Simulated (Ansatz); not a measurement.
# TiZn6Cd, from a guessed structure to a relaxed one

This structure for TiZn6Cd is made up. Its elements were placed in a known structure type with a cell scaled to their sizes. What cell does the guess relax to, and how far off was it?

Program: Ansatz 0.2.0. Level of theory: DFT, PBEsol, plane-wave PAW, files of the set soft_1, scalar-relativistic, no spin, cell and ions relaxed at zero pressure; PAW set soft_1, in the first sound run; inputs show where later runs differ. Results are calculated unless marked as measured.

## (1) Starting point

Symmetry: P4/mmm, No. 123, tetragonal system. The conventional cell has a = 5.742 Å, b = 5.742 Å, c = 3.964 Å, α = 90.00°, β = 90.00°, γ = 90.00°. Nearest to Cd lie 12 Zn at 2.87 to 3.02 Å. Nearest to Zn lie 6 Zn at 2.53 to 2.85 Å and 2 Ti at 2.67 Å and 2 Cd at 3.02 Å. Nearest to Zn lie 8 Zn at 2.85 Å and 2 Ti at 2.87 Å and 2 Cd at 2.87 Å. Ti has 12 Zn at 2.67 to 2.87 Å nearest. Farther neighbours are not listed.

## (2) Relaxing cell and atoms

The guess takes its coordinates from another compound and its volume from a rule, so the cell and any free coordinates are relaxed together.

The input, input.yaml:

```yaml
crystal:
  lattice:
    - [5.742, 0.0, 0.0]
    - [0.0, 5.742, 0.0]
    - [0.0, 0.0, 3.964]
  atoms:
    - { symbol: Cd, position: [0.0, 0.0, 0.5] }
    - { symbol: Zn, position: [0.7202, 0.7202, 0.0] }
    - { symbol: Zn, position: [0.2798, 0.2798, 0.0] }
    - { symbol: Zn, position: [0.7202, 0.2798, 0.0] }
    - { symbol: Zn, position: [0.2798, 0.7202, 0.0] }
    - { symbol: Zn, position: [0.0, 0.5, 0.5] }
    - { symbol: Zn, position: [0.5, 0.0, 0.5] }
    - { symbol: Ti, position: [0.5, 0.5, 0.5] }
kpoints:
  mp_grid: { grid: [5, 5, 7] }
scf:
  occupations: { method: fermi_dirac, width: 0.05 }
hamiltonian:
  xc: pbesol
  pseudopotentials: { kind: paw, azcp: { folder: soft_1 }, xc_functional: pbe }
relax:
  f_tol: 0.015
  max_steps: 70
  cell: {}
output:
  forces: true
  stress: true
```

The run is started by

```
$ ansatz run input.yaml --threads 4 --pin off --max-ram 10240MiB --backend cpu --events-out ev --progress --plain --runs-dir out
```

Numbers of over 12 decimals in the logs are rounded to 6 here.

Output:

```text
Engine: ansatz 0.2.0, aarch64-unknown-linux-gnu
Pseudopotentials: kind: paw
Pseudopotential: Cd, paw, valence charge 20, recommended cutoff 420 eV (normal), soft_1/Cd.paw.azcp
Pseudopotential: Zn, paw, valence charge 12, recommended cutoff 420 eV (normal), soft_1/Zn.paw.azcp
Pseudopotential: Ti, paw, valence charge 12, recommended cutoff 420 eV (normal), soft_1/Ti.paw.azcp
Functional definition: PBEsol
  exchange = pbesol_x
  correlation = pbesol_c
Crystal: 8 atoms, lattice volume = 130.695 Å³
Basis set: ecut = 420 eV, 2561 PW (Γ), exchange–correlation on 80×80×54 points (8 copies of the dense FFT grid, shifted against one another)
Bands: 63, of which v1, the nominal top of the filled ones, is band 52 counted from 1 (51 counted from 0)
Symmetry: 16 space group operations
Space group: P4/mmm (ITA 123), of the structure as read, at distance tolerance 5.1e-5 Å
k-points: 24 of 175
Non-local potential: Cd, projectors of the file, l = 0: 3, l = 1: 2, l = 2: 2, l = 3: 1
Non-local potential: Zn, projectors of the file, l = 0: 2, l = 1: 2, l = 2: 3, l = 3: 1
Non-local potential: Ti, projectors of the file, l = 0: 3, l = 1: 2, l = 2: 3, l = 3: 1
PAW form: soft (Blöchl's): semilocal exchange-correlation on the pseudo side does not see the compensation charge
PAW frozen core: Cd, regenerated for the run's functional, and the local potential with it (the file was generated under x = pbe(κ = 0.804, μ = 0.219515), c = pbe(β = 0.066725))
PAW frozen core: Zn, regenerated for the run's functional, and the local potential with it (the file was generated under x = pbe(κ = 0.804, μ = 0.219515), c = pbe(β = 0.066725))
PAW frozen core: Ti, regenerated for the run's functional, and the local potential with it (the file was generated under x = pbe(κ = 0.804, μ = 0.219515), c = pbe(β = 0.066725))
PAW one-centre angular grid: Cd, 590 points (default); XC on 64 Gauss nodes
PAW one-centre angular grid: Zn, 590 points (default); XC on 64 Gauss nodes
PAW one-centre angular grid: Ti, 590 points (default); XC on 64 Gauss nodes
Initial density: superposition of atomic densities (chi_scale 0.1, normalization cell, long waves kept (reshape's long-wave potential 0.00 eV rms))
Initial wavefunctions: pseudopotential atomic-orbital guess
Functional: x = pbesol(κ = 0.804, μ = 0.123457), c = pbesol(β = 0.046)
SCF iter   1: F=—  HF=-30348.350621 eV  |F-HF|=—  |Δ(HF+E_count)|=         —  Δρ=1.23e-1  dr2=4.97e1  ethr=3.10e-3  ⟨swp⟩=6.6  Hψ=6434  notcnv=0  defer=4
preconditioner: auto → Kerker (q_TF=auto, 2.626 Å⁻¹)  [metal: Δε(μ)=0.111 eV  Ē_g=8.311 eV  σ=0.050 eV  W_gap=0.50  n_scr=38 (ndim 8)  ℏωp=30.5 eV  f_vac=0.000  D(μ)=2.84/eV (n_scr^D=18)]
SCF iter   2: F=—  HF=-30345.000897 eV  |F-HF|=—  |Δ(HF+E_count)|=    3.35e0  Δρ=5.71e-2  dr2=1.54e1  ethr=3.10e-3  ⟨swp⟩=3.0  Hψ=3046  notcnv=0  defer=58
SCF iter   3: F=—  HF=-30343.711198 eV  |F-HF|=—  |Δ(HF+E_count)|=    1.29e0  Δρ=2.84e-2  dr2=2.06e0  ethr=3.10e-3  ⟨swp⟩=2.9  Hψ=2922  notcnv=0  defer=52
SCF iter   4: F=—  HF=-30343.317465 eV  |F-HF|=—  |Δ(HF+E_count)|=   3.94e-1  Δρ=7.82e-3  dr2=1.17e-1  ethr=1.98e-3  ⟨swp⟩=2.1  Hψ=2873  notcnv=0  defer=49
SCF iter   5: F=—  HF=-30343.306531 eV  |F-HF|=—  |Δ(HF+E_count)|=   1.09e-2  Δρ=3.38e-3  dr2=2.34e-2  ethr=1.12e-4  ⟨swp⟩=3.0  Hψ=2862  notcnv=0  defer=53
SCF iter   6: F=—  HF=-30343.300396 eV  |F-HF|=—  |Δ(HF+E_count)|=   6.13e-3  Δρ=1.02e-3  dr2=2.92e-3  ethr=2.25e-5  ⟨swp⟩=2.7  Hψ=2714  notcnv=0  defer=53
SCF iter   7: F=—  HF=-30343.300364 eV  |F-HF|=—  |Δ(HF+E_count)|=   3.22e-5  Δρ=9.19e-4  dr2=8.32e-4  ethr=2.81e-6  ⟨swp⟩=2.0  Hψ=2390  notcnv=0  defer=53
SCF iter   8: F=—  HF=-30343.300101 eV  |F-HF|=—  |Δ(HF+E_count)|=   2.63e-4  Δρ=5.02e-4  dr2=1.88e-4  ethr=8.00e-7  ⟨swp⟩=2.0  Hψ=2370  notcnv=0  defer=53
SCF iter   9: F=—  HF=-30343.300032 eV  |F-HF|=—  |Δ(HF+E_count)|=   6.93e-5  Δρ=9.42e-5  dr2=1.48e-5  ethr=1.81e-7  ⟨swp⟩=2.0  Hψ=2286  notcnv=0  defer=53
SCF iter  10: F=—  HF=-30343.300003 eV  |F-HF|=—  |Δ(HF+E_count)|=   2.88e-5  Δρ=3.64e-5  dr2=2.98e-6  ethr=1.43e-8  ⟨swp⟩=2.0  Hψ=2413  notcnv=0  defer=53
SCF iter  11: F=—  HF=-30343.300002 eV  |F-HF|=—  |Δ(HF+E_count)|=   7.98e-7  Δρ=1.47e-5  dr2=2.78e-7  ethr=2.87e-9  ⟨swp⟩=2.0  Hψ=2478  notcnv=0  defer=53
SCF iter  12: F=-30343.300002 eV  HF=-30343.300002 eV  |F-HF|=7.48e-8  |Δ(HF+E_count)|=   1.79e-8  Δρ=7.09e-6  dr2=3.60e-8  ethr=9.62e-11  ⟨swp⟩=4.0  Hψ=5141  notcnv=0
SCF 1 converged in 12 iterations: F = -30343.300002 eV  dr2 = 3.60e-8
  greatest PAW one-centre occupation: 1.000 electrons in one spin orbital (limit 2), on the Cd atom at site 0 (counted from 0), in its partial waves of l = 0
relax step   1: F+E_penalty+E_count = -30343.30000205 eV  Δ(F+E_penalty+E_count) = +0.000e0 eV  max|allowed force component| = 6.237e-1 eV/Å  Δτ_max = 0.0000 Å  P = -4.181 GPa  Ω = 130.695 Å³  (12 SCF iters, dr2 threshold 1.00e-7 eV, accepted)
Crystal: 8 atoms, lattice volume = 116.632 Å³
Basis set: ecut = 420 eV, 2321 PW (Γ), exchange–correlation on 80×80×54 points (8 copies of the dense FFT grid, shifted against one another)
Initial density: handed on by an earlier stage of this run
Initial wavefunctions: those handed on with the density
iter 1 solved again at ethr=6.42e-4 eV; its pass at ethr=3.10e-3 eV (dr2=6.67e-1 eV) is discarded
SCF iter   1: F=—  HF=-30343.775194 eV  |F-HF|=—  |Δ(HF+E_count)|=         —  Δρ=1.65e-2  dr2=6.60e-1  ethr=6.42e-4  ⟨swp⟩=1.9  Hψ=8351  notcnv=0
preconditioner: auto → Kerker (q_TF=auto, 2.677 Å⁻¹)  [metal: Δε(μ)=0.055 eV  Ē_g=11.598 eV  σ=0.050 eV  W_gap=0.26  n_scr=38 (ndim 8)  ℏωp=33.3 eV  f_vac=0.000  D(μ)=3.92/eV (n_scr^D=30)]
SCF iter   2: F=—  HF=-30343.710432 eV  |F-HF|=—  |Δ(HF+E_count)|=   6.48e-2  Δρ=7.32e-3  dr2=2.01e-1  ethr=6.35e-4  ⟨swp⟩=2.0  Hψ=1754  notcnv=0
SCF iter   3: F=—  HF=-30343.687948 eV  |F-HF|=—  |Δ(HF+E_count)|=   2.25e-2  Δρ=3.95e-3  dr2=3.75e-2  ethr=1.93e-4  ⟨swp⟩=2.9  Hψ=2714  notcnv=0  defer=54
SCF iter   4: F=—  HF=-30343.679916 eV  |F-HF|=—  |Δ(HF+E_count)|=   8.03e-3  Δρ=1.45e-3  dr2=3.38e-3  ethr=3.60e-5  ⟨swp⟩=2.0  Hψ=2572  notcnv=0  defer=54
SCF iter   5: F=—  HF=-30343.679383 eV  |F-HF|=—  |Δ(HF+E_count)|=   5.34e-4  Δρ=4.85e-4  dr2=4.33e-4  ethr=3.25e-6  ⟨swp⟩=2.2  Hψ=2219  notcnv=0  defer=54
SCF iter   6: F=—  HF=-30343.679229 eV  |F-HF|=—  |Δ(HF+E_count)|=   1.54e-4  Δρ=1.85e-4  dr2=6.04e-5  ethr=4.17e-7  ⟨swp⟩=2.0  Hψ=2681  notcnv=0  defer=54
SCF iter   7: F=—  HF=-30343.679237 eV  |F-HF|=—  |Δ(HF+E_count)|=   7.77e-6  Δρ=9.24e-5  dr2=7.43e-6  ethr=5.81e-8  ⟨swp⟩=2.0  Hψ=2421  notcnv=0  defer=54
SCF iter   8: F=—  HF=-30343.679235 eV  |F-HF|=—  |Δ(HF+E_count)|=   1.51e-6  Δρ=6.67e-5  dr2=3.02e-6  ethr=7.15e-9  ⟨swp⟩=2.0  Hψ=2502  notcnv=0  defer=54
SCF iter   9: F=-30343.679234 eV  HF=-30343.679234 eV  |F-HF|=7.15e-8  |Δ(HF+E_count)|=   1.42e-6  Δρ=1.62e-5  dr2=2.34e-7  ethr=7.69e-10  ⟨swp⟩=3.0  Hψ=6345  notcnv=0
SCF 2 converged in 9 iterations: F = -30343.679234 eV  dr2 = 2.34e-7
relax step   2: F+E_penalty+E_count = -30343.67923366 eV  Δ(F+E_penalty+E_count) = -3.792e-1 eV  max|allowed force component| = 1.364e-1 eV/Å  Δτ_max = 0.1337 Å  P = +3.606 GPa  Ω = 116.632 Å³  energy of the carried Pulay correction = +7.582e-3 eV  (9 SCF iters, dr2 threshold 8.00e-7 eV, accepted)
Crystal: 8 atoms, lattice volume = 121.180 Å³
Basis set: ecut = 420 eV, 2393 PW (Γ), exchange–correlation on 80×80×54 points (8 copies of the dense FFT grid, shifted against one another)
iter 1 solved again at ethr=2.26e-4 eV; its pass at ethr=3.10e-3 eV (dr2=2.35e-1 eV) is discarded
SCF iter   1: F=—  HF=-30343.751289 eV  |F-HF|=—  |Δ(HF+E_count)|=         —  Δρ=8.74e-3  dr2=2.37e-1  ethr=2.26e-4  ⟨swp⟩=2.2  Hψ=6613  notcnv=0
preconditioner: auto → Kerker (q_TF=auto, 2.660 Å⁻¹)  [metal: Δε(μ)=0.053 eV  Ē_g=9.983 eV  σ=0.050 eV  W_gap=0.26  n_scr=38 (ndim 8)  ℏωp=31.6 eV  f_vac=0.000  D(μ)=3.81/eV (n_scr^D=30)]
SCF iter   2: F=—  HF=-30343.733005 eV  |F-HF|=—  |Δ(HF+E_count)|=   1.83e-2  Δρ=3.91e-3  dr2=6.97e-2  ethr=2.26e-4  ⟨swp⟩=2.0  Hψ=1751  notcnv=0
SCF iter   3: F=—  HF=-30343.726644 eV  |F-HF|=—  |Δ(HF+E_count)|=   6.36e-3  Δρ=1.91e-3  dr2=8.76e-3  ethr=6.70e-5  ⟨swp⟩=2.9  Hψ=2529  notcnv=0
SCF iter   4: F=—  HF=-30343.724800 eV  |F-HF|=—  |Δ(HF+E_count)|=   1.84e-3  Δρ=7.22e-4  dr2=8.01e-4  ethr=8.43e-6  ⟨swp⟩=2.0  Hψ=2265  notcnv=0
SCF iter   5: F=—  HF=-30343.724697 eV  |F-HF|=—  |Δ(HF+E_count)|=   1.04e-4  Δρ=1.81e-4  dr2=7.87e-5  ethr=7.70e-7  ⟨swp⟩=2.3  Hψ=2741  notcnv=0  defer=1
SCF iter   6: F=—  HF=-30343.724654 eV  |F-HF|=—  |Δ(HF+E_count)|=   4.26e-5  Δρ=8.69e-5  dr2=1.60e-5  ethr=7.56e-8  ⟨swp⟩=2.0  Hψ=2702  notcnv=0  defer=1
SCF iter   7: F=—  HF=-30343.724656 eV  |F-HF|=—  |Δ(HF+E_count)|=   1.73e-6  Δρ=4.93e-5  dr2=2.46e-6  ethr=1.54e-8  ⟨swp⟩=2.0  Hψ=2487  notcnv=0  defer=1
SCF iter   8: F=—  HF=-30343.724655 eV  |F-HF|=—  |Δ(HF+E_count)|=   4.06e-7  Δρ=4.20e-5  dr2=1.10e-6  ethr=7.69e-10  ⟨swp⟩=5.0  Hψ=5438  notcnv=0
SCF iter   9: F=-30343.724655 eV  HF=-30343.724655 eV  |F-HF|=4.92e-9  |Δ(HF+E_count)|=   6.03e-7  Δρ=5.96e-6  dr2=3.75e-8  ethr=7.69e-10  ⟨swp⟩=4.1  Hψ=4881  notcnv=0
SCF 3 converged in 9 iterations: F = -30343.724655 eV  dr2 = 3.75e-8
relax step   3: F+E_penalty+E_count = -30343.72465479 eV  Δ(F+E_penalty+E_count) = -4.542e-2 eV  max|allowed force component| = 5.582e-2 eV/Å  Δτ_max = 0.0018 Å  P = -0.402 GPa  Ω = 121.180 Å³  energy of the carried Pulay correction = +5.025e-3 eV  (9 SCF iters, dr2 threshold 8.00e-7 eV, accepted)
Crystal: 8 atoms, lattice volume = 120.584 Å³
Basis set: ecut = 420 eV, 2369 PW (Γ), exchange–correlation on 80×80×54 points (8 copies of the dense FFT grid, shifted against one another)
iter 1 solved again at ethr=6.78e-7 eV; its pass at ethr=3.10e-3 eV (dr2=7.05e-4 eV) is discarded
SCF iter   1: F=—  HF=-30343.727671 eV  |F-HF|=—  |Δ(HF+E_count)|=         —  Δρ=6.41e-4  dr2=6.52e-4  ethr=6.78e-7  ⟨swp⟩=3.0  Hψ=6787  notcnv=0
preconditioner: auto → Kerker (q_TF=auto, 2.662 Å⁻¹)  [metal: Δε(μ)=0.030 eV  Ē_g=9.899 eV  σ=0.050 eV  W_gap=0.15  n_scr=38 (ndim 8)  ℏωp=31.7 eV  f_vac=0.000  D(μ)=3.68/eV (n_scr^D=30)]
SCF iter   2: F=—  HF=-30343.727608 eV  |F-HF|=—  |Δ(HF+E_count)|=   6.35e-5  Δρ=2.84e-4  dr2=1.67e-4  ethr=6.27e-7  ⟨swp⟩=2.2  Hψ=2427  notcnv=0
SCF iter   3: F=—  HF=-30343.727558 eV  |F-HF|=—  |Δ(HF+E_count)|=   4.99e-5  Δρ=1.32e-4  dr2=3.13e-5  ethr=1.61e-7  ⟨swp⟩=2.4  Hψ=2551  notcnv=0
SCF iter   4: F=—  HF=-30343.727551 eV  |F-HF|=—  |Δ(HF+E_count)|=   7.01e-6  Δρ=5.29e-5  dr2=3.82e-6  ethr=3.01e-8  ⟨swp⟩=2.0  Hψ=2389  notcnv=0
iter 5 did not close the SCF: its close was put off for the readings that it lacked (scf_convergence_deferred on its scf_iter line)
SCF iter   5: F=-30343.727550 eV  HF=-30343.727550 eV  |F-HF|=3.88e-7  |Δ(HF+E_count)|=   5.57e-7  Δρ=1.72e-5  dr2=4.92e-7  ethr=3.67e-9  ⟨swp⟩=2.1  Hψ=2478  notcnv=0
SCF iter   6: F=-30343.727550 eV  HF=-30343.727550 eV  |F-HF|=2.63e-8  |Δ(HF+E_count)|=   1.60e-7  Δρ=5.40e-6  dr2=5.18e-8  ethr=4.73e-10  ⟨swp⟩=2.3  Hψ=5648  notcnv=0
SCF 4 converged in 6 iterations: F = -30343.727550 eV  dr2 = 5.18e-8
relax step   4: F+E_penalty+E_count = -30343.72754988 eV  Δ(F+E_penalty+E_count) = -2.895e-3 eV  max|allowed force component| = 6.438e-3 eV/Å  Δτ_max = 0.0104 Å  P = -0.032 GPa  Ω = 120.584 Å³  energy of the carried Pulay correction = +5.354e-3 eV  (6 SCF iters, dr2 threshold 5.33e-7 eV, accepted)
Crystal: 8 atoms, lattice volume = 120.528 Å³
iter 1 solved again at ethr=3.86e-9 eV; its pass at ethr=3.10e-3 eV (dr2=4.02e-6 eV) is discarded
SCF iter   1: F=—  HF=-30343.727626 eV  |F-HF|=—  |Δ(HF+E_count)|=         —  Δρ=5.95e-5  dr2=4.53e-6  ethr=3.86e-9  ⟨swp⟩=3.2  Hψ=7026  notcnv=0
preconditioner: auto → Kerker (q_TF=auto, 2.662 Å⁻¹)  [metal: Δε(μ)=0.032 eV  Ē_g=9.906 eV  σ=0.050 eV  W_gap=0.16  n_scr=38 (ndim 8)  ℏωp=31.7 eV  f_vac=0.000  D(μ)=3.68/eV (n_scr^D=30)]
SCF iter   2: F=—  HF=-30343.727614 eV  |F-HF|=—  |Δ(HF+E_count)|=   1.16e-5  Δρ=2.73e-5  dr2=1.25e-6  ethr=3.86e-9  ⟨swp⟩=2.5  Hψ=2499  notcnv=0
SCF iter   3: F=—  HF=-30343.727614 eV  |F-HF|=—  |Δ(HF+E_count)|=   1.58e-7  Δρ=1.38e-5  dr2=2.80e-7  ethr=1.20e-9  ⟨swp⟩=2.5  Hψ=2396  notcnv=0
SCF iter   4: F=—  HF=-30343.727614 eV  |F-HF|=—  |Δ(HF+E_count)|=   7.56e-8  Δρ=4.67e-6  dr2=2.99e-8  ethr=2.70e-10  ⟨swp⟩=2.0  Hψ=2469  notcnv=0
iter 5 did not close the SCF: its close was put off for the readings that it lacked (scf_convergence_deferred on its scf_iter line)
SCF iter   5: F=-30343.727614 eV  HF=-30343.727614 eV  |F-HF|=3.08e-9  |Δ(HF+E_count)|=   3.52e-9  Δρ=1.83e-6  dr2=4.50e-9  ethr=2.87e-11  ⟨swp⟩=2.1  Hψ=2309  notcnv=0
SCF iter   6: F=-30343.727614 eV  HF=-30343.727614 eV  |F-HF|=1.78e-10  |Δ(HF+E_count)|=   1.37e-9  Δρ=4.35e-7  dr2=3.61e-10  ethr=4.32e-12  ⟨swp⟩=2.3  Hψ=5596  notcnv=0
SCF 5 converged in 6 iterations: F = -30343.727614 eV  dr2 = 3.61e-10
relax step   5: F+E_penalty+E_count = -30343.72761385 eV  Δ(F+E_penalty+E_count) = -6.397e-5 eV  max|allowed force component| = 6.878e-5 eV/Å  Δτ_max = 0.0012 Å  P = +0.002 GPa  Ω = 120.528 Å³  energy of the carried Pulay correction = +5.385e-3 eV  (6 SCF iters, dr2 threshold 1.09e-8 eV, accepted)
Initial wavefunctions: pseudopotential atomic-orbital guess (no wavefunctions were taken with the density)
iter 1 solved again at ethr=5.61e-8 eV; its pass at ethr=3.10e-3 eV (dr2=5.83e-5 eV) is discarded
SCF iter   1: F=—  HF=-30343.722243 eV  |F-HF|=—  |Δ(HF+E_count)|=         —  Δρ=2.42e-4  dr2=2.39e-5  ethr=5.61e-8  ⟨swp⟩=3.5  Hψ=10630  notcnv=0
preconditioner: auto → Kerker (q_TF=auto, 2.662 Å⁻¹)  [metal: Δε(μ)=0.032 eV  Ē_g=9.907 eV  σ=0.050 eV  W_gap=0.16  n_scr=38 (ndim 8)  ℏωp=31.7 eV  f_vac=0.000  D(μ)=3.68/eV (n_scr^D=30)]
SCF iter   2: F=—  HF=-30343.722252 eV  |F-HF|=—  |Δ(HF+E_count)|=   8.75e-6  Δρ=3.37e-4  dr2=6.47e-5  ethr=2.30e-8  ⟨swp⟩=2.0  Hψ=2527  notcnv=0
SCF iter   3: F=—  HF=-30343.722236 eV  |F-HF|=—  |Δ(HF+E_count)|=   1.58e-5  Δρ=4.83e-5  dr2=1.93e-6  ethr=2.30e-8  ⟨swp⟩=2.0  Hψ=2321  notcnv=0
SCF iter   4: F=—  HF=-30343.722218 eV  |F-HF|=—  |Δ(HF+E_count)|=   1.74e-5  Δρ=1.89e-5  dr2=1.39e-7  ethr=1.86e-9  ⟨swp⟩=2.0  Hψ=2541  notcnv=0
SCF iter   5: F=—  HF=-30343.722219 eV  |F-HF|=—  |Δ(HF+E_count)|=   6.68e-7  Δρ=6.32e-6  dr2=2.29e-8  ethr=1.33e-10  ⟨swp⟩=2.0  Hψ=2737  notcnv=0
SCF iter   6: F=—  HF=-30343.722219 eV  |F-HF|=—  |Δ(HF+E_count)|=   1.37e-8  Δρ=1.13e-6  dr2=1.83e-9  ethr=2.20e-11  ⟨swp⟩=2.0  Hψ=2734  notcnv=0
SCF iter   7: F=-30343.722219 eV  HF=-30343.722219 eV  |F-HF|=4.37e-11  |Δ(HF+E_count)|=  7.28e-12  Δρ=1.92e-7  dr2=5.57e-11  ethr=1.00e-12  ⟨swp⟩=3.4  Hψ=6539  notcnv=0
SCF 6 converged in 7 iterations: F = -30343.722219 eV  dr2 = 5.57e-11
relax step   6: F+E_penalty+E_count = -30343.72221904 eV  Δ(F+E_penalty+E_count) = +5.395e-3 eV  max|allowed force component| = 5.261e-4 eV/Å  Δτ_max = 0.0000 Å  P = -0.002 GPa  Ω = 120.528 Å³  stress off target by 7.74e-3 GPa  SCF on the basis re-selected at this cell (its energy is not comparable with the rows above)  (7 SCF iters)
basis re-selected at this cell: Δ(F+E_penalty+E_count) = +5.395e-3 eV, ΔP = -0.004 GPa vs the last step (what re-selecting the basis moved, of the pressure what is left beyond the Pulay correction that the steps carried, after the strain that the cell walked since its last selection, with what the two solves' SCF thresholds leave and, on support functions, any second-order correction that the steps lacked; it is no m [...]
SCF converged after 7 iterations
Free energy (F): -30343.722219 eV
Harris-Foulkes:  -30343.722219 eV  (|F-HF|=4.37e-11)
Internal energy: -30343.691048 eV  (E = F + TS)
E sigma→0 (E₀):  -30343.706634 eV
Entropy (-TS):   -0.031171 eV (-3.896 meV/atom)
Fermi energy:    12.960953 eV
--- Per-component energies (eV) ---
  E_band       = -169.336328
  E_kinetic    = 1613.038198
  E_local      = -14025.237343  (includes V_loc(G=0)·N_el)
  E_nonlocal   = 5087.752937
  E_hartree    = 5516.164255
  E_xc         = -743.356351
  E_vxc        = -656.814378  (∫ρ·V_xc dr)
  E_paw        = -16190.145402  (= ΣΔE_a)
  E_vpaw       = -3220.402818  (= ΣTr[D̂ρ^β])
  E_aug_tail   = -0.001166  (compensation charges beyond the density's cutoff)
  E_ewald      = -11607.171656
  E_core_change = 5.265480  (= ΣΔE_core)
  E_smearing   = -0.031171  (= −TS)
  E_closure    = 0.000000  (closes the sum)
  Σ components = -30343.722219   (vs F -30343.722219, Δ=0.00e0)
--- Forces (eV/Å), atoms counted from 1 ---
  atom   1  Cd    -0.00000000    -0.00000000     0.00000000
  atom   2  Zn     0.00052613     0.00052613     0.00000000
  atom   3  Zn    -0.00052613    -0.00052613     0.00000000
  atom   4  Zn     0.00052613    -0.00052613     0.00000000
  atom   5  Zn    -0.00052613     0.00052613     0.00000000
  atom   6  Zn     0.00000000     0.00000000     0.00000000
  atom   7  Zn     0.00000000     0.00000000     0.00000000
  atom   8  Ti     0.00000000    -0.00000000     0.00000000
  max |Σ_I F_I| component: 1.13e-17 eV/Å
--- Stress (GPa, compression-positive) ---
        0.000754       0.000000       0.000000
        0.000000       0.000754       0.000000
        0.000000       0.000000      -0.007741
  P = ⅓ Tr σ = -0.0021 GPa (-0.021 kbar)
--- Relaxed structure (5 steps of the walk, 5 accepted, 1 SCFs on fresh bases) ---
  F+E_penalty+E_count = -30343.72221904 eV   max|allowed force component| = 5.261e-4 eV/Å   (the final SCF, on the basis selected at the relaxed cell)
  cell:  # Å, volume = 120.5279 Å³
    - [5.540312, 0, 0.0]
    - [0, 5.540312, 0.0]
    - [0.0, 0.0, 3.926622]
  atoms:
    - { symbol: Cd, position: [-1.2296876782152256e-18, -3.091921033516225e-19, 0.500000] }
    - { symbol: Zn, position: [0.738313, 0.738313, 0.0] }
    - { symbol: Zn, position: [0.261687, 0.261687, 0.0] }
    - { symbol: Zn, position: [0.738313, 0.261687, 0.0] }
    - { symbol: Zn, position: [0.261687, 0.738313, 0.0] }
    - { symbol: Zn, position: [-1.2296876782152337e-18, 0.500000, 0.500000] }
    - { symbol: Zn, position: [0.500000, -3.0919210335162197e-19, 0.500000] }
    - { symbol: Ti, position: [0.500000, 0.500000, 0.500000] }
```

Wall time 27 s (4 threads of Arm Neoverse V1, shared host); peak memory 0.67 GiB.

The steps of the relaxation:

```csv
step,energy less that of the first step (eV),largest force component (eV/Å),pressure (GPa),volume (Å³)
1,0.0000,0.6237,-4.18,130.70
2,-0.3792,0.1364,3.61,116.63
3,-0.4247,0.0558,-0.40,121.18
4,-0.4275,0.0064,-0.03,120.58
5,-0.4276,0.0001,0.00,120.53
6*,-0.4222,0.0005,0.00,120.53
```

Relaxation steps marked * repeat the geometry before them on a plane-wave basis chosen anew for their cell, so energy and pressure can jump there.

Forces are held to the 16 operations that the run works with; a distortion that breaks them can't arise in this run.

```csv
"conventional cell, symmetrised",before,after,change
a (Å),5.742,5.540,-3.5 %
b (Å),5.742,5.540,-3.5 %
c (Å),3.964,3.927,-0.9 %
volume (Å³/atom),16.34,15.07,-7.8 %
```

The atoms that moved most (Å, as changes of fractional coordinates times the final cell):

```csv
atom,dx,dy,dz,length
Zn2,0.100,0.100,0.000,0.142
Zn4,0.100,-0.100,0.000,0.142
Zn5,-0.100,0.100,0.000,0.142
Zn3,-0.100,-0.100,0.000,0.142
```

This step gave:

* free energy: -30343.7222 eV
* energy at zero smearing: -30343.7066 eV
* smearing term TS: 0.03117 eV
* Fermi energy: 12.96 eV
* electrons: 104
* symmetry operations: 16
* pressure: -0.002078 GPa

The shortest distance of each pair, which need not be the same contact before and after:

```csv
pair,guess (Å),relaxed (Å)
Zn–Zn,2.529,2.641
Ti–Zn,2.669,2.709
Cd–Zn,2.871,2.770
Cd–Ti,4.060,3.918
Cd–Cd,3.964,3.927
```

The relaxation ends with a largest force component of 5.3e-4 eV/Å and a pressure of 0.00 GPa.

(Part 1 of 2 ends here.)

[Logs are printed without paths, hosts, clocks, repeated set-up lines and the standing remarks that a program may print on its own settings, such as how far it seeks lower states.]

[Hosts, paths, dates, database ids (printed as entryN), source tags and the programs' standing remarks are cut or masked in the printed files.]
